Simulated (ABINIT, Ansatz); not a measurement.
# Quasiparticle gap of Rb2NaYF6 (Fm-3m) in ABINIT

Aim: the G0W0 gap of Rb2NaYF6 (Fm-3m) on PBEsol, step by step.

Program: ABINIT 10.8.3. Level of theory: PBEsol and many-body steps on it, plane waves. Values are calculated unless marked as measured.

The raw output is cut from this account; settings, times and results stay.

### Step 1. The starting structure

It takes space group Fm-3m (No. 225, cubic). The conventional cell has a = 8.895 Å, b = 8.895 Å, c = 8.895 Å, α = 90.00°, β = 90.00°, γ = 90.00°. Rb has 12 F at 3.15 Å nearest. Nearest to Na lie 6 F at 2.28 Å. Nearest to Y lie 6 F at 2.17 Å. Nearest to F lie 1 Y at 2.17 Å and 1 Na at 2.28 Å and 4 Rb at 3.15 Å. Farther neighbours, and contacts between anions beyond the nearest, are not listed.

The cell and positions come from the Crystallography Open Database and are kept as given unless a step says otherwise.

### Step 2. Ground state

This step: ABINIT 10.8.3; DFT, PBEsol, plane waves, norm-conserving pseudopotentials.

The ground-state density comes first.

run.abi reads:

```
acell 3*1.0 Angstrom
rprim 
  -0.000000000000 4.447500000000 4.447500000000
  4.447500000000 -0.000000000000 4.447500000000
  4.447500000000 4.447500000000 -0.000000000000
ntypat 4
znucl 37 11 39 9
natom 10
typat 1 1 2 3 4 4 4 4 4 4
xred 
  0.250000000000 0.250000000000 0.250000000000
  0.750000000000 0.750000000000 0.750000000000
  0.500000000000 0.500000000000 0.500000000000
  0.000000000000 -0.000000000000 -0.000000000000
  0.756000000000 0.244000000000 0.244000000000
  0.244000000000 0.756000000000 0.244000000000
  0.244000000000 0.756000000000 0.756000000000
  0.756000000000 0.244000000000 0.756000000000
  0.244000000000 0.244000000000 0.756000000000
  0.756000000000 0.756000000000 0.244000000000
pp_dirpath "pseudos"
pseudos "Rb.upf, Na.upf, Y.upf, F.upf"
ecut 38
ngkpt 4 4 4
nshiftk 1
shiftk 0 0 0
kptopt 1
chksymbreak 0
nband 49
occopt 1
tolvrs 1e-10
nstep 60
prtwf 0
optforces 0
optstress 0
indata_prefix "in"
outdata_prefix "out"
tmpdata_prefix "tmp"
```

Started as:

```bash
$ OMP_NUM_THREADS=1 mpirun -n 8 abinit run.abi > log
```

Run time: 91 s. Hardware: 8 MPI ranks of Intel Xeon Platinum 8259CL at 2.50GHz (Skylake/Cascade Lake), shared host; peak memory 1.3 GiB; 12 min of CPU time.

Numbers from this step:

| Item | Value |
| --- | --- |
| total energy | -7852.2007 eV |
| gap | 6.522 eV |
| k of the valence top | 0, 0, 0 |
| k of the conduction bottom | 0, 0, 0 |
| least direct gap | 6.522 eV |

The gap is direct, at Γ.

### Step 3. Bands along the symmetry lines

The cheap functional maps the bands first; the places of the edges decide which points the dearer methods must see.

run.abi, as its differences from that of step 2:

```diff
@@ -23,14 +23,40 @@
 ecut 38
-ngkpt 4 4 4
-nshiftk 1
-shiftk 0 0 0
-kptopt 1
-chksymbreak 0
-nband 49
-occopt 1
-tolvrs 1e-10
-nstep 60
+iscf -2
+irdden 1
+kptopt 0
+nkpt 26
+kpt 
+  0.00000000 0.00000000 0.00000000
+  0.12500000 0.00000000 0.12500000
+  0.25000000 0.00000000 0.25000000
+  0.37500000 0.00000000 0.37500000
+  0.50000000 0.00000000 0.50000000
+  0.53125000 0.06250000 0.53125000
+  0.56250000 0.12500000 0.56250000
+  0.59375000 0.18750000 0.59375000
+  0.62500000 0.25000000 0.62500000
+  0.37500000 0.37500000 0.75000000
+  0.28125000 0.28125000 0.56250000
+  0.18750000 0.18750000 0.37500000
+  0.09375000 0.09375000 0.18750000
+  0.00000000 0.00000000 0.00000000
+  0.12500000 0.12500000 0.12500000
+  0.25000000 0.25000000 0.25000000
+  0.37500000 0.37500000 0.37500000
+  0.50000000 0.50000000 0.50000000
+  0.50000000 0.43750000 0.56250000
+  0.50000000 0.37500000 0.62500000
+  0.50000000 0.31250000 0.68750000
+  0.50000000 0.25000000 0.75000000
+  0.50000000 0.18750000 0.68750000
+  0.50000000 0.12500000 0.62500000
+  0.50000000 0.06250000 0.56250000
+  0.50000000 0.00000000 0.50000000
+istwfk *1
+nband 47
+nbdbuf 2
+tolwfr 1e-08
+nstep 40
 prtwf 0
-optforces 0
-optstress 0
+prtvol 0
 indata_prefix "in"
```

It took 2.8 min on 8 MPI ranks; peak memory 1.2 GiB.

Numbers from this step:

- gap: 6.522 eV
- k of the valence top: 0, 0, 0
- k of the conduction bottom: 0, 0, 0
- least direct gap: 6.522 eV

The gap is 6.522 eV, as in the run before at this level.

Electronic bands along the path, in eV, zero at the top of the highest filled band:

| point | band 37 | band 38 | band 39 | band 40 | band 41 | band 42 | band 43 | band 44 |
| --- | --- | --- | --- | --- | --- | --- | --- | --- |
| Γ | -0.17 | 0.00 | 0.00 | 0.00 | 6.52 | 8.32 | 8.32 | 8.32 |
| halfway | -0.26 | -0.13 | -0.13 | -0.01 | 7.35 | 8.38 | 8.40 | 8.40 |
| X | -0.41 | -0.24 | -0.24 | -0.01 | 8.42 | 8.51 | 8.51 | 8.61 |
| halfway | -0.34 | -0.29 | -0.25 | -0.03 | 8.43 | 8.49 | 8.50 | 8.73 |
| U | -0.29 | -0.27 | -0.25 | -0.07 | 8.42 | 8.49 | 8.49 | 8.99 |
| jump to K | -0.29 | -0.27 | -0.25 | -0.07 | 8.42 | 8.49 | 8.49 | 8.99 |
| halfway | -0.22 | -0.15 | -0.09 | -0.07 | 7.45 | 8.39 | 8.40 | 8.41 |
| Γ | -0.17 | 0.00 | 0.00 | 0.00 | 6.52 | 8.32 | 8.32 | 8.32 |
| halfway | -0.21 | -0.08 | -0.08 | -0.06 | 7.17 | 8.37 | 8.37 | 8.38 |
| L | -0.24 | -0.21 | -0.21 | -0.15 | 8.41 | 8.41 | 8.41 | 8.54 |
| halfway | -0.30 | -0.24 | -0.16 | -0.15 | 8.40 | 8.44 | 8.47 | 8.81 |
| W | -0.36 | -0.36 | -0.14 | -0.14 | 8.45 | 8.45 | 8.51 | 9.36 |
| halfway | -0.30 | -0.28 | -0.27 | -0.04 | 8.43 | 8.48 | 8.51 | 8.83 |
| X | -0.41 | -0.24 | -0.24 | -0.01 | 8.42 | 8.51 | 8.51 | 8.61 |

### Step 4. Empty states on the mesh, 2×2×2 mesh, 440 bands

The sums over transitions need many empty states on a uniform mesh; this step solves for them.

run.abi reads:

```
acell 3*1.0 Angstrom
rprim 
  -0.000000000000 4.447500000000 4.447500000000
  4.447500000000 -0.000000000000 4.447500000000
  4.447500000000 4.447500000000 -0.000000000000
ntypat 4
znucl 37 11 39 9
natom 10
typat 1 1 2 3 4 4 4 4 4 4
xred 
  0.250000000000 0.250000000000 0.250000000000
  0.750000000000 0.750000000000 0.750000000000
  0.500000000000 0.500000000000 0.500000000000
  0.000000000000 -0.000000000000 -0.000000000000
  0.756000000000 0.244000000000 0.244000000000
  0.244000000000 0.756000000000 0.244000000000
  0.244000000000 0.756000000000 0.756000000000
  0.756000000000 0.244000000000 0.756000000000
  0.244000000000 0.244000000000 0.756000000000
  0.756000000000 0.756000000000 0.244000000000
pp_dirpath "pseudos"
pseudos "Rb.upf, Na.upf, Y.upf, F.upf"
ecut 38
ngkpt 2 2 2
nshiftk 1
shiftk 0 0 0
kptopt 1
chksymbreak 0
iscf -2
irdden 1
istwfk *1
nband 440
nbdbuf 40
tolwfr 1e-09
nstep 60
prtvol 0
indata_prefix "in"
outdata_prefix "out"
tmpdata_prefix "tmp"
```

Started as:

```bash
$ OMP_NUM_THREADS=2 mpirun -n 3 abinit run.abi > log
```

Elapsed: 8.7 min, on 3 MPI ranks; peak memory 0.7 GiB; 43 min of CPU time.

Read from the output:

```
gap                                                           : 6.522 eV
k of the valence top                                          : 0, 0, 0
k of the conduction bottom                                    : 0, 0, 0
least direct gap                                              : 6.522 eV
k points computed                                             : 3
lowest point of the top converged band, above the valence top : 89.6906 eV
```

On this mesh the gap is 6.522 eV.

### Step 5. Screening, 2×2×2 mesh, 400 bands, screening to 217.7 eV

The RPA dielectric matrix is built and inverted for each q.

This step: RPA screening on PBEsol, plane waves, norm-conserving pseudopotentials.

run.abi, as its differences from that of step 4:

```diff
@@ -28,10 +28,11 @@
 chksymbreak 0
-iscf -2
-irdden 1
 istwfk *1
-nband 440
-nbdbuf 40
-tolwfr 1e-09
-nstep 60
-prtvol 0
+occopt 1
+irdwfk 1
+optdriver 3
+nband 400
+ecuteps 8
+inclvkb 2
+awtr 1
+symchi 1
 indata_prefix "in"
```

Started as:

```bash
$ OMP_NUM_THREADS=1 mpirun -n 8 abinit run.abi > log
```

Run time: 5.3 min. Hardware: 8 MPI ranks; peak memory 6.4 GiB; 42 min of CPU time.

Numbers from this step:

| Property | Result |
| --- | --- |
| ε∞ with local fields, on this mesh | 2.049 |
| ε∞ without local fields, on this mesh | 2.282 |
| plasma frequency | 25.04 eV |
| plane waves in the screening matrix | 1243 |

Local fields lower ε∞ by 10 %. On a Γ-centred mesh this coarse the value itself is usually too large, while a short band sum pulls it down.

### Step 6. Self-energy, 2×2×2 mesh, 400 bands, screening to 217.7 eV

The self-energy is evaluated for the states that the input lists, and the quasiparticle equation is solved.

This step: G0W0 on PBEsol, plane waves, norm-conserving pseudopotentials.

run.abi, as its differences from that of step 5:

```diff
@@ -31,8 +31,15 @@
 irdwfk 1
-optdriver 3
+optdriver 4
 nband 400
+gwcalctyp 0
+ecutsigx 38
+symsigma 1
+nkptgw 1
+kptgw 
+  0.0000000000 0.0000000000 0.0000000000
+bdgw 
+  38 44
 ecuteps 8
-inclvkb 2
-awtr 1
-symchi 1
+irdscr 1
+ppmodel 1
 indata_prefix "in"
```

It took 1.9 min on 8 MPI ranks; peak memory 6.5 GiB.

Numbers from this step:

```
G0W0 gap on the mesh                         : 9.823 eV
starting gap on the mesh                     : 6.522 eV
k of the valence top                         : 0, 0, 0
k of the conduction bottom                   : 0, 0, 0
Z at the valence top                         : 0.804
Z at the conduction bottom                   : 0.896
least direct G0W0 gap on the computed points : 9.823 eV
```

The gap on the mesh goes from 6.52 eV to 9.82 eV, a correction of +3.30 eV.

Limits: finite bands, cutoff and mesh; no spin-orbit coupling; coarse k mesh. v1 is the top filled band, c1 the lowest empty one. Levels before and after the correction, in eV, zero at the valence-band top of each column:

|  | conduction bottom | valence top |
| --- | --- | --- |
| Kohn-Sham | 6.52 | 0.00 |
| G0W0 | 9.82 | 0.00 |

|  | level | energy (eV) |
| --- | --- | --- |
| Kohn-Sham | Γ v3-v1 | 0.000 |
| Kohn-Sham | Γ c1 | 6.522 |
| Kohn-Sham | Γ c2-c4 | 8.324 |
| G0W0 | Γ v3-v1 | 0.000 |
| G0W0 | Γ c1 | 9.823 |
| G0W0 | Γ c2-c4 | 12.666 |

### Step 7. Where the time went

Times are wall times on the hardware named with each run, good to a factor of about two.

| step | time | share | memory (GiB) |
| --- | --- | --- | --- |
| ground state | 91 s | 7 % | 1.3 |
| bands along the symmetry lines | 2.8 min | 14 % | 1.2 |
| empty states on the mesh | 8.7 min | 43 % | 0.7 |
| screening | 5.3 min | 26 % | 6.4 |
| self-energy | 1.9 min | 9 % | 6.5 |

### Step 8. Outcome

| Item | Value |
| --- | --- |
| PBEsol gap | 6.52 eV, direct |
| G0W0 gap on the mesh | 9.82 eV |
| GW settings | 2×2×2 mesh, 400 bands, screening to 217.7 eV, Godby-Needs plasmon pole |
| known limits | short of the basis limit; no spin-orbit coupling; coarse k mesh |

In words: G0W0 moves the gap on the mesh from 6.52 eV to 9.82 eV (+3.30 eV), with Z of 0.80 and 0.90 at the edges. Local fields lower the RPA ε∞ on this mesh from 2.28 to 2.05; a Γ-centred mesh this coarse tends to raise both, most where the direct gap is narrow, while a short band sum lowers them. The dearest step here is «empty states on the mesh». Bands and cutoff are finite, so the gap stands short of the basis limit, usually by up to a few tenths of an eV; the mesh is an error of its own. The 2×2×2 mesh is coarse for this cell, which bears on the long-range parts of exchange and screening. The many-body steps are scalar-relativistic: spin-orbit coupling is not in them.

[Long decimals in the printed logs are rounded to 6 places.]

[Logs are printed without paths, hosts, clocks, repeated set-up lines and the standing remarks that a program may print on its own settings, such as how far it seeks lower states.]

[Paths, hosts, dates, memory and timing lines, banners, echoed tables and standing remarks are left out of the program output; an Ansatz launch command may be rebuilt from the run's recorded settings. Measured values are a selection of at most five: reports struck by readers or far from the other reports are left out. None is set beside runs whose start may be inverted or whose files or cutoffs have a known fault.]

[Runs of the session that timed out or met a known fault of the program may be left out.]

[Hosts, paths, dates, database ids (printed as entryN), source tags and the programs' standing remarks are cut or masked in the printed files.]

[G0W0 gaps are taken among the corrected bands and points alone; a level outside them can change the order at an edge.]

[Where Ansatz stands beside ABINIT at settings called matched, ABINIT's density can come from a denser mesh and the files from another edition; pairs whose starting gaps differed by over 0.03 eV were left out, so agreement reads better than it is.]
